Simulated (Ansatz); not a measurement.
# NaMn, from a guessed structure to a relaxed one, part 2 of 2

Starting from a made-up structure for NaMn, the aim is the relaxed cell, its shortest contacts and, where a second run follows, its electronic structure.

Ansatz 0.2.0; DFT, PBE, plane-wave PAW, files of the set soft_1, scalar-relativistic, ferromagnetic start, cell and ions relaxed at zero pressure; PAW set soft_1 (the session's first sound run).

So far: The starting structure; Relaxation of the guess. The relaxed cell has a = 3.600 Å (conventional setting).

### Step 3. Bands of the relaxed cell

A second self-consistent run takes a narrower smearing and the mesh shown in its input; the bands follow along the standard path of the relaxed lattice.

This step: DFT, PBE, plane-wave PAW, files of the set soft_1, scalar-relativistic, ferromagnetic start, bands and density of states at the relaxed cell; PAW set soft_1 (Ansatz 0.2.0).

input.yaml

```yaml
crystal:
  lattice:
    - [3.5999173195, 0.0, 0.0]
    - [0.0, 3.5999173195, 0.0]
    - [0.0, 0.0, 3.5999173195]
  atoms:
    - { symbol: Mn, position: [0.5, 0.5, 0.5], spin: 4.2 }
    - { symbol: Na, position: [0.0, 0.0, 0.0] }
magnetization:
  spin_polarized: true
kpoints:
  mp_grid: { grid: [8, 8, 8] }
  band_path:
    path:
      - [[0.0, 0.0, 0.0], [0.0, 0.5, 0.0], [0.5, 0.5, 0.0], [0.0, 0.0, 0.0], [0.5, 0.5, 0.5], [0.0, 0.5, 0.0]]
      - [[0.5, 0.5, 0.0], [0.5, 0.5, 0.5]]
    npoints: 13
scf:
  occupations: { method: fermi_dirac, width: 0.03 }
  n_extra_bands: 9
hamiltonian:
  xc: pbe
  pseudopotentials: { kind: paw, azcp: { folder: soft_1 } }
output:
  forces: true
  stress: true
  write_bands: true
  dos: { projected: true }
  write_density: true
  write_potential: true
  elf: true
  volumetric_format: npy
```

The run is started by

```
ansatz run input.yaml --threads 4 --pin off --max-ram 8192MiB --backend cpu --events-out ev --progress --plain --runs-dir out
```

Numbers of over 12 decimals in the logs are rounded to 6 here.

What it wrote:

```text
[...]
Crystal: 2 atoms, lattice volume = 46.653 Å³
Basis set: ecut = 420 eV, 925 PW (Γ), exchange–correlation on 50×50×50 points (8 copies of the dense FFT grid, shifted against one another)
Bands: 21, of which v1, the nominal top of the filled ones, is band 12 counted from 1 (11 counted from 0)
Symmetry: 48 space group operations
[...]
k-points: 35 of 512
[...]
Starting moments: Σ|m| = 4.2 μB on 1 of 2 sites
[...]
SCF iter  11: F=-5383.314018 eV  HF=-5383.314018 eV  |F-HF|=5.08e-10  |Δ(HF+E_count)|=   1.47e-8  Δρ=6.94e-7 (↑5.03e-7 ↓6.94e-7)  dr2=6.33e-10  dr2_m=7.59e-12  M=4.255 μB ∫|m|=4.450 μB  ethr=1.91e-10  ⟨swp⟩=7.6  Hψ=7424  notcnv=0
SCF 1 converged in 11 iterations: F = -5383.314018 eV  dr2 = 6.33e-10
[...]
the search or the solves at the SCF's close seem to have found levels that the self-consistency loop had missed (the run counts 1). By its estimate they hold under 1e-12 electrons; where the run keeps them, the occupations were computed again with them
NSCF: frozen V_eff on 80 k-points
SCF converged after 11 iterations
Magnetization: 4.2548 μB (14.1274 up, 9.8726 down)
Absolute magnetization: 4.4504 μB (∫|ρ↑−ρ↓|, with the PAW one-centre terms)
[...]
Per-site moments (μB) at R_I (Å): [(4.241149, 1.286018), (-0.050239, 1.286018)]
Free energy (F): -5383.314018 eV
[...]
Internal energy: -5383.306084 eV  (E = F + TS)
E sigma→0 (E₀):  -5383.310051 eV
Entropy (-TS):   -0.007933 eV (-3.967 meV/atom)
Fermi energy:    6.038833 eV
[...]
--- Stress (GPa, compression-positive) ---
        0.006878       0.000000       0.000000
       -0.000000       0.006878       0.000000
        0.000000       0.000000       0.006878
  P = ⅓ Tr σ = 0.0069 GPa (0.069 kbar)
--- Band table (eV; the first three rows and the last of 70) ---
  k-point 0 ↑: bands = [... 8 lower, 0.6170, 2.7990, 2.7990, 3.4054, 3.4054, 3.4054, 11.7903, 11.7903, ... 5 higher]
  k-point 1 ↑: bands = [... 8 lower, 0.8044, 2.8132, 2.8455, 3.3746, 3.3746, 3.4088, 10.0684, 11.9739, ... 5 higher]
  k-point 2 ↑: bands = [... 8 lower, 1.3346, 2.8478, 2.9906, 3.3020, 3.3020, 3.4169, 7.8609, 12.4816, ... 5 higher]
  k-point 34 ↓: bands = [... 8 lower, 5.9647, 5.9647, 5.9647, 7.5625, 7.5625, 8.7473, 8.7473, 8.7473, ... 5 higher]
```

It took 3.3 s on 4 threads of Arm Neoverse V1, shared host; peak memory 0.33 GiB.

The column dr2 measures how far the density is from self-consistency, as an energy; F and HF (Harris–Foulkes) agree once it is small.

This step gave:

```yaml
free_energy: -5383.3140 eV
energy_at_zero_smearing: -5383.3101 eV
smearing_term_ts: 0.007933 eV
fermi_energy: 6.039 eV
magnetization: 4.255 μB
site_moments: 4.241, -0.05024 μB
pressure: 0.006878 GPa
```

From bands.tsv, the bands that come nearest the Fermi level along the path, at its corners, in eV from the Fermi level:

```
point  band_13_up  band_14_up  band_15_up  band_8_dn  band_9_dn  band_10_dn  band_11_dn  band_12_dn
    Γ       -2.63        5.75        5.75      -4.97      -0.05       -0.05        1.27        1.27
    X       -1.74       -1.72        7.51      -2.54      -1.61        0.23        0.87        0.87
    M        0.12        0.28        0.28      -0.58      -0.57        0.58        0.58        0.92
    Γ       -2.63        5.75        5.75      -4.97      -0.05       -0.05        1.27        1.27
    R        2.12        2.12        2.12      -0.07      -0.07       -0.07        1.52        1.52
    X       -1.74       -1.72        7.51      -2.54      -1.61        0.23        0.87        0.87
    M        0.12        0.28        0.28      -0.58      -0.57        0.58        0.58        0.92
    R        2.12        2.12        2.12      -0.07      -0.07       -0.07        1.52        1.52
```

Site moment by atom:

```tsv
atom	site moment (μB)
Mn1	4.24
Na2	-0.05
```

Spin density in the ac plane at fractional y = 0.000, with atoms of Na within 0.2 Å of it.

Values in units of 1e-2 e/Å³, 14 rows by 14 columns, each cell a mean:
```
-1.2 -0.6 -0.2 -0.4 -0.7 -0.8 -0.9 -1.0 -0.9 -0.8 -0.6 -0.3 -0.2 -0.7
-0.3 -0.2 -0.2 -0.4 -0.6 -0.7 -0.8 -0.8 -0.8 -0.7 -0.6 -0.4 -0.2 -0.2
-0.3 -0.3 -0.4 -0.5 -0.5 -0.5 -0.5 -0.5 -0.5 -0.5 -0.5 -0.5 -0.4 -0.3
-0.6 -0.6 -0.6 -0.5 -0.4 -0.3 -0.2 -0.2 -0.2 -0.3 -0.4 -0.5 -0.6 -0.6
-0.9 -0.8 -0.7 -0.5 -0.2  0.0  0.2  0.2  0.1  0.0 -0.3 -0.5 -0.7 -0.8
-1.0 -0.9 -0.7 -0.5 -0.1  0.2  0.4  0.5  0.4  0.1 -0.2 -0.5 -0.8 -0.9
-1.0 -0.9 -0.7 -0.4 -0.1  0.3  0.6  0.6  0.5  0.2 -0.2 -0.5 -0.8 -1.0
-1.0 -0.9 -0.7 -0.4 -0.1  0.2  0.5  0.6  0.4  0.2 -0.2 -0.5 -0.8 -0.9
-0.9 -0.8 -0.7 -0.5 -0.2  0.0  0.2  0.3  0.2  0.0 -0.3 -0.5 -0.7 -0.8
-0.7 -0.7 -0.6 -0.5 -0.4 -0.2 -0.1 -0.1 -0.1 -0.2 -0.4 -0.5 -0.6 -0.7
-0.3 -0.4 -0.4 -0.5 -0.5 -0.5 -0.4 -0.4 -0.5 -0.5 -0.5 -0.5 -0.4 -0.4
-0.2 -0.1 -0.2 -0.4 -0.6 -0.7 -0.7 -0.7 -0.7 -0.7 -0.6 -0.4 -0.2 -0.2
-1.0 -0.5 -0.1 -0.4 -0.7 -0.8 -0.9 -0.9 -0.9 -0.8 -0.6 -0.3 -0.2 -0.6
-1.9 -1.0 -0.2 -0.3 -0.7 -0.9 -1.0 -1.0 -1.0 -0.9 -0.6 -0.3 -0.3 -1.2
```
Columns run along a (3.6 Å), rows up along c (3.6 Å). Atoms in or near the plane, at fractional coordinates: Na at (0.00, 0.00).

Electrostatic potential energy in the ac plane at fractional y = 0.000, with atoms of Na within 0.2 Å of it. With pseudopotentials it is smooth inside the atoms' cores, unlike the true potential.

Ten even steps from '0' (-62 eV) to '9' (9 eV), each cell a mean:
```
01489999999830
24799999999863
78999999999988
99999999999999
99999999999999
99999999999999
99999999999999
99999999999999
99999999999999
99999999999999
88999999999998
35799999999974
01589999999841
00389999999720
```
Columns run along a (3.6 Å; values clipped at the 3rd and 97th percentile), rows up along c (3.6 Å). Atoms in or near the plane, at fractional coordinates: Na at (0.00, 0.00).

ELF in the ac plane at fractional y = 0.000, with atoms of Na within 0.2 Å of it. It is the smooth field of the valence electrons, not physical close to the nuclei.

Ten even steps from '_' (0.04) to '@' (0.56), each cell a mean:
```
**%%@@--__..--++--____++@@%%
@@@@**..__::==++==..__::##@@
**++::____--****++--____::++
________--++**##**++::______
____..--++**######**++--..__
----==++**##########**++==--
==++****##############**++++
--==++**############****==--
__..::==****######**++--::..
______..--**####**++--______
==--..__..==****++--____..--
@@@@**..__::++**==..__::**@@
##@@@@--__..==++--____++@@%%
==##@@==____--==--____**@@**
```
Columns run along a (3.6 Å), rows up along c (3.6 Å). Atoms in or near the plane, at fractional coordinates: Na at (0.00, 0.00).

### Step 4. Summary of results

```yaml
space_group_relaxed: Pm-3m
conventional_cell: a = 3.600, b = 3.600, c = 3.600 Å; α = 90.0°, β = 90.0°, γ = 90.0°
volume_per_atom: 23.33 Å³ (guess 20.64)
total_moment: 4.26 μB in the cell of 2 atoms
```

In words: NaMn relaxes to Pm-3m with a = 3.600, b = 3.600 and c = 3.600 Å. The guessed volume was 12 % too small. The space group Pm-3m was held in the relaxation, so the end point is a stationary structure within it and may be a saddle against distortions or other arrangements. The input starts from parallel moments, and no other start was typed. Bands cross the Fermi level, so it is a metal or semimetal at this level. On the 8×8×8 mesh with the narrower smearing (relaxed on 8×8×8) the forces vanish, as symmetry may demand, and the largest stress component is 0.007 GPa, within the relaxation's thresholds of 0.015 eV/Å and 0.05 GPa. The cutoff wasn't tested. No dispersion term is used, so weakly bound directions may come out too long. Nothing here tests whether the compound is stable against decomposition.

[Logs are printed without paths, hosts, clocks, repeated set-up lines and the standing remarks that a program may print on its own settings, such as how far it seeks lower states.]

[Hosts, paths, dates, database ids (printed as entryN), source tags and the programs' standing remarks are cut or masked in the printed files.]
